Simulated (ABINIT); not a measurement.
# Quasiparticle gap of WS2 (Tungstenite) in ABINIT, part 3 of 3

Aim: the G0W0 gap of WS2 (Tungstenite) on PBEsol, step by step.

ABINIT 10.8.3; PBEsol and many-body steps on it, plane waves. Known limits of the many-body steps: not at the basis limit; no spin-orbit coupling; coarse k mesh.

So far. Step 3 (Bands along the symmetry lines): The gap is 0.935 eV, as in the run before at this level. Step 4 (Empty states on the mesh, 3×3×1 mesh, 380 bands): On this mesh the gap is 1.282 eV. The earlier step found 0.935 eV, so this mesh misses an edge.

**5. Screening, 3×3×1 mesh, 346 bands, screening to 179.6 eV**

The RPA dielectric matrix is built and inverted for each q.

This step: RPA screening on PBEsol, plane waves, norm-conserving pseudopotentials.

Input file run.abi:

```
acell 3*1.0 Angstrom
rprim 
  3.153199999992 0.000000000002 0.000000000000
  -1.576599999998 2.730751303206 0.000000000000
  0.000000000000 0.000000000000 12.323000000000
ntypat 2
znucl 74 16
natom 6
typat 1 1 2 2 2 2
xred 
  0.333333333333 0.666666666667 0.250000000000
  0.666666666667 0.333333333333 0.750000000000
  0.333333333333 0.666666666667 0.622500000000
  0.666666666667 0.333333333333 0.122500000000
  0.333333333333 0.666666666667 0.877500000000
  0.666666666667 0.333333333333 0.377500000000
pp_dirpath "pseudos"
pseudos "W.upf, S.upf"
ecut 31
ngkpt 3 3 1
nshiftk 1
shiftk 0 0 0
kptopt 1
chksymbreak 0
istwfk *1
occopt 1
irdwfk 1
optdriver 3
nband 346
ecuteps 6.6
inclvkb 2
awtr 1
symchi 1
indata_prefix "in"
outdata_prefix "out"
tmpdata_prefix "tmp"
```

Run with:

```console
> OMP_NUM_THREADS=1 mpirun -n 4 abinit run.abi > log
```

Numbers of over 12 decimals in the logs are rounded to 6 here.

Output:

```text
.Version 10.8.3 of ABINIT. v10.8.2 released Aug 2026.

 Symmetries : space group P6_3/m m c (#194); Bravais hP (primitive hexag.)
[... echo of the input left out ...]
== DATASET  1 ==================================================================
-   mpi_nproc: 4, omp_nthreads: 1 (-1 if OMP is not activated)

--- !DatasetInfo
iteration_state: {dtset: 1, }
dimensions: {natom: 6, nkpt: 3, mband: 346, nsppol: 1, nspinor: 1, nspden: 1, mpw: 5917, }
cutoff_energies: {ecut:  31.0, pawecutdg:  -1.0, }
electrons: {nelect:   5.20000000E+01, charge:   0.00000000E+00, occopt:   1.00000000E+00, tsmear:   1.00000000E-02, }

 SCREENING: Calculation of the susceptibility and dielectric matrices

 Based on a program developped by R.W. Godby, V. Olevano, G. Onida, and L. Reining.
 Incorporated in ABINIT by V. Olevano, G.-M. Rignanese, and M. Torrent.
.Using double precision arithmetic ; gwpc =  8

[... cell and pseudopotentials left out ...]
--------------------------------------------------------------------------------

 ==== K-mesh for the wavefunctions ====
 Number of points in the irreducible wedge :     3
[... list of points left out ...]
 Together with 24 symmetry operations and time-reversal symmetry
 yields     9 points in the full Brillouin Zone.

 ==== Q-mesh for the screening function ====
 Number of points in the irreducible wedge :     3
[... list of points left out ...]
 Together with 24 symmetry operations and time-reversal symmetry
 yields     9 points in the full Brillouin Zone.

 setmesh: FFT mesh size selected  =    20x   20x   90
          total number of points  =        36000

 vcoul_init : cutoff-mode = AUXILIARY_FUNCTION
 q-points for optical limit:   1
     1)      0.000010    0.000020    0.000030

- screening: taking advantage of time-reversal symmetry
- Maximum band index for partially occupied states nbvw = 26
- Remaining bands to be divided among processors   nbcw = 320
- Number of bands treated by each node ~80

 Number of electrons calculated from density =   52.0000; Expected =   52.0000
 average of density, n =  0.072620
 r_s =    1.4869
 omega_plasma =   25.9946 [eV]

 calculating chi0 at frequencies [eV] :
  1    0.000000E+00    0.000000E+00
  2    0.000000E+00    2.599465E+01

--------------------------------------------------------------------------------
  q-point number  1        q = ( 0.000000, 0.000000, 0.000000) [r.l.u.]
--------------------------------------------------------------------------------
[... chi0 elements left out ...]
 For q-point:  0.000010 0.000020 0.000030
  dielectric constant =  17.6192
  dielectric constant without local fields =  19.7546

  Average fulfillment of the sum rule on Im[epsilon] for q-point    1 :     92.48  [%]
[... wings left out ...]
  q-point number  2        q = ( 0.333333, 0.000000, 0.000000) [r.l.u.]
--------------------------------------------------------------------------------
[... chi0 elements left out ...]
  Average fulfillment of the sum rule on Im[epsilon] for q-point    2 :     90.93  [%]

 [... 1 further q-points ...]
```

Elapsed: 87 s, on 4 MPI ranks of Arm Neoverse V1, shared host; peak memory 1.4 GiB.

Numbers from this step:

| Quantity | Value |
| --- | --- |
| ε∞ with local fields, on this mesh, along the program's q direction | 17.62 |
| the same without local fields | 19.75 |
| plasma frequency | 25.99 eV |
| plane waves in the screening matrix | 573 |

Local fields lower ε∞ by 11 %. On a Γ-centred mesh this coarse the value itself is usually too large, while a short band sum pulls it down.

**6. Self-energy, 3×3×1 mesh, 346 bands, screening to 179.6 eV**

The self-energy is evaluated for the states that the input lists, and the levels follow from it, in one-shot runs by the linearised quasiparticle equation.

This step: G0W0 on PBEsol, plane waves, norm-conserving pseudopotentials.

Edit run.abi of step 5 so:

```diff
@@ -27,8 +27,17 @@
 irdwfk 1
-optdriver 3
+optdriver 4
 nband 346
+gwcalctyp 0
+ecutsigx 31
+symsigma 1
+nkptgw 2
+kptgw 
+  0.0000000000 0.0000000000 0.0000000000
+  0.3333333333 0.3333333333 0.0000000000
+bdgw 
+  25 28
+  25 28
 ecuteps 6.6
-inclvkb 2
-awtr 1
-symchi 1
+irdscr 1
+ppmodel 1
 indata_prefix "in"
```

Output:

```text
.Version 10.8.3 of ABINIT. v10.8.2 released Aug 2026.

 Symmetries : space group P6_3/m m c (#194); Bravais hP (primitive hexag.)
[... echo of the input left out ...]
== DATASET  1 ==================================================================
-   mpi_nproc: 4, omp_nthreads: 1 (-1 if OMP is not activated)

--- !DatasetInfo
iteration_state: {dtset: 1, }
dimensions: {natom: 6, nkpt: 3, mband: 346, nsppol: 1, nspinor: 1, nspden: 1, mpw: 5917, }
cutoff_energies: {ecut:  31.0, pawecutdg:  -1.0, }
electrons: {nelect:   5.20000000E+01, charge:   0.00000000E+00, occopt:   1.00000000E+00, tsmear:   1.00000000E-02, }

 SIGMA: Calculation of the GW corrections

 Based on a program developped by R.W. Godby, V. Olevano, G. Onida, and L. Reining.
 Incorporated in ABINIT by V. Olevano, G.-M. Rignanese, and M. Torrent.
.Using double precision arithmetic ; gwpc =  8

[... cell and pseudopotentials left out ...]
--------------------------------------------------------------------------------

 ==== K-mesh for the wavefunctions ====
 Number of points in the irreducible wedge :     3
[... list of points left out ...]
 Together with 24 symmetry operations and time-reversal symmetry
 yields     9 points in the full Brillouin Zone.

 ==== Q-mesh for screening function ====
 Number of points in the irreducible wedge :     3
[... list of points left out ...]
 Together with 24 symmetry operations and time-reversal symmetry
 yields     9 points in the full Brillouin Zone.

 vcoul_init : cutoff-mode = AUXILIARY_FUNCTION
 q-points for optical limit:   1
     1)      0.000010    0.000020    0.000030
 setmesh: FFT mesh size selected  =    25x   25x  120
          total number of points  =        75000

 Number of electrons calculated from density =   52.0000; Expected =   52.0000
 average of density, n =  0.072620
 r_s =    1.4869
 omega_plasma =   25.9946 [eV]

 === KS Band Gaps ===
  >>>> For spin  1
   Minimum direct gap =   1.8224 [eV], located at k-point      :   0.3333  0.3333  0.0000
   Fundamental gap    =   1.2821 [eV], Top of valence bands at :   0.0000  0.0000  0.0000
                                       Bottom of conduction at :   0.3333  0.3333  0.0000
 SIGMA fundamental parameters:
 PLASMON POLE MODEL  1
 number of plane-waves for SigmaX                 5885
 number of plane-waves for SigmaC and W            573
 number of plane-waves for wavefunctions          5885
 number of bands                                   346
 number of independent spin polarizations            1
 number of spinorial components                      1
 number of k-points in IBZ                           3
 number of q-points in IBZ                           3
 number of symmetry operations                      24
 number of k-points in BZ                            9
 number of q-points in BZ                            9
 number of frequencies for dSigma/dE                 9
 frequency step for dSigma/dE [eV]                0.25
 number of omega for Sigma on real axis              0
 max omega for Sigma on real axis  [eV]           0.00
 zcut for avoiding poles [eV]                     0.10

 EPSILON^-1 parameters (SCR file):
 dimension of the eps^-1 matrix on file            573
 dimension of the eps^-1 matrix used               573
 number of plane-waves for wavefunctions          5885
 number of bands                                   346
 number of q-points in IBZ                           3
 number of frequencies                               2
 number of real frequencies                          1
 number of imag frequencies                          1

 matrix elements of self-energy operator (all in [eV])

 Perturbative Calculation

--- !SelfEnergy_ee
iteration_state: {dtset: 1, }
kpoint     : [   0.000,    0.000,    0.000, ]
spin       : 1
KS_gap     :    2.304
QP_gap     :    2.794
Delta_QP_KS:    0.490
data: !SigmaeeData |
     Band     E0 <VxcDFT>   SigX SigC(E0)      Z dSigC/dE  Sig(E)    E-E0       E
       25   8.206 -14.435 -15.631   0.953   0.785  -0.274 -14.626  -0.190   8.015
       26   9.465 -15.511 -16.398   0.656   0.781  -0.281 -15.691  -0.180   9.284
       27  11.769 -15.148 -10.309  -4.443   0.783  -0.277 -14.838   0.310  12.079
       28  11.769 -15.148 -10.309  -4.443   0.783  -0.277 -14.838   0.310  12.079

--- !SelfEnergy_ee
iteration_state: {dtset: 1, }
kpoint     : [   0.333,    0.333,    0.000, ]
spin       : 1
KS_gap     :    1.822
QP_gap     :    2.512
Delta_QP_KS:    0.690
data: !SigmaeeData |
     Band     E0 <VxcDFT>   SigX SigC(E0)      Z dSigC/dE  Sig(E)    E-E0       E
       25   8.707 -15.009 -16.255   1.014   0.783  -0.277 -15.191  -0.183   8.524
       26   8.925 -15.438 -16.630   0.975   0.782  -0.279 -15.608  -0.169   8.755
       27  10.747 -16.355 -11.215  -4.475   0.782  -0.279 -15.835   0.521  11.267
       28  10.747 -16.355 -11.215  -4.475   0.782  -0.279 -15.835   0.521  11.267

== END DATASET(S) ==============================================================
================================================================================

 -outvars: echo values of variables after computation  --------
           etotal      0.0000000000E+00
            nband         346
             nkpt           3
          spgroup         194
 [... the other variables as echoed above ...]

 Calculation completed.
```

Run time: 42 s. Hardware: 4 MPI ranks; peak memory 1.3 GiB; 2.8 min of CPU time.

This step gave:

```
G0W0 gap on the points computed              : 1.983 eV
starting gap on the mesh                     : 1.282 eV
k of the valence top                         : 0, 0, 0
k of the conduction bottom                   : 0.3333, 0.3333, 0
Z at the valence top                         : 0.781
Z at the conduction bottom                   : 0.782
least direct G0W0 gap on the computed points : 2.512 eV
```

The gap on the mesh goes from 1.28 eV to 1.98 eV, a correction of +0.70 eV. The start differs from the 0.93 eV found before because the two sample other k points.

Limits: finite bands, cutoff and mesh; no spin-orbit coupling; coarse k mesh. v1 is the top filled band, c1 the lowest empty one. The levels before and after the correction (eV, zero at the valence-band top of each column):

```csv
,conduction bottom,valence top
Kohn-Sham,1.28,0.00
G0W0,1.98,0.00
```

```csv
,level,energy (eV)
Kohn-Sham,Γ v2,-1.259
Kohn-Sham,Γ v1,0.000
Kohn-Sham,Γ c1-c2,2.304
Kohn-Sham,(0.333 0.333 0) v2,-0.758
Kohn-Sham,(0.333 0.333 0) v1,-0.540
Kohn-Sham,(0.333 0.333 0) c1-c2,1.282
G0W0,Γ v2,-1.269
G0W0,Γ v1,0.000
G0W0,Γ c1-c2,2.795
G0W0,(0.333 0.333 0) v2,-0.760
G0W0,(0.333 0.333 0) v1,-0.529
G0W0,(0.333 0.333 0) c1-c2,1.983
```

**7. Where the time went**

Times are wall times on the hardware named with each run, good to a factor of about two.

```csv
step,time,share,memory (GiB)
ground state,42 s,10 %,0.37
bands along the symmetry lines,83 s,19 %,0.53
empty states on the mesh,2.9 min,41 %,0.36
screening,87 s,20 %,1.4
self-energy,42 s,10 %,1.3
```

**8. What came out**

```json
{
 "PBEsol gap": "0.93 eV, indirect",
 "G0W0 gap on the mesh": "1.98 eV",
 "G0W0 gap over the zone (rigid shift)": "1.64 eV",
 "GW settings": "3×3×1 mesh, 346 bands, screening to 179.6 eV, Godby-Needs plasmon pole",
 "known limits": "not at the basis limit; no spin-orbit coupling; coarse k mesh"
}
```

**Reading.** G0W0 moves the gap on the mesh from 1.28 eV to 1.98 eV (+0.70 eV), with Z of 0.78 and 0.78 at the edges. The mesh misses the band edges by 0.35 eV in all; a rigid shift gives 1.64 eV for the zone. Local fields lower the RPA ε∞ on this mesh from 19.75 to 17.62; a Γ-centred mesh this coarse tends to raise both, most where the direct gap is narrow, while a short band sum lowers them. Only 2 of the mesh's irreducible points were corrected, so a valley elsewhere could overtake. The dearest step here is «empty states on the mesh». Bands and cutoff are finite, so the gap is not at the basis limit. The miss can reach some tenths of an eV and take either sign; the mesh is an error of its own. In the G0W0 run levels were corrected at 2 k points alone, so a gap called «on the mesh» is the least over those, and an edge elsewhere would be missed. A denser mesh or path gives a starting gap of 0.93 eV: the GW mesh misses a band edge, so its gaps are not the fundamental one. The 3×3×1 mesh is coarse for this cell, which bears on the long-range parts of exchange and screening. The many-body steps are scalar-relativistic: spin-orbit coupling is not in them.

[Paths, hosts, dates, memory and timing lines, banners, echoed tables and standing remarks are left out of the program output.]

[Logs are printed without paths, hosts, clocks, repeated set-up lines and the standing remarks that a program may print on its own settings, such as how far it seeks lower states.]

[Runs of the session that timed out or met a known fault of the program may be left out.]

[Hosts, paths, dates, database ids (printed as entryN), source tags and the programs' standing remarks are cut or masked in the printed files.]

[G0W0 gaps are taken among the corrected bands and points alone; a level outside them can change the order at an edge.]

[Where Ansatz stands beside ABINIT at settings called matched, ABINIT's density can come from a denser mesh and the files from another edition; pairs whose starting gaps differed by over 0.03 eV were left out, so agreement reads better than it is.]
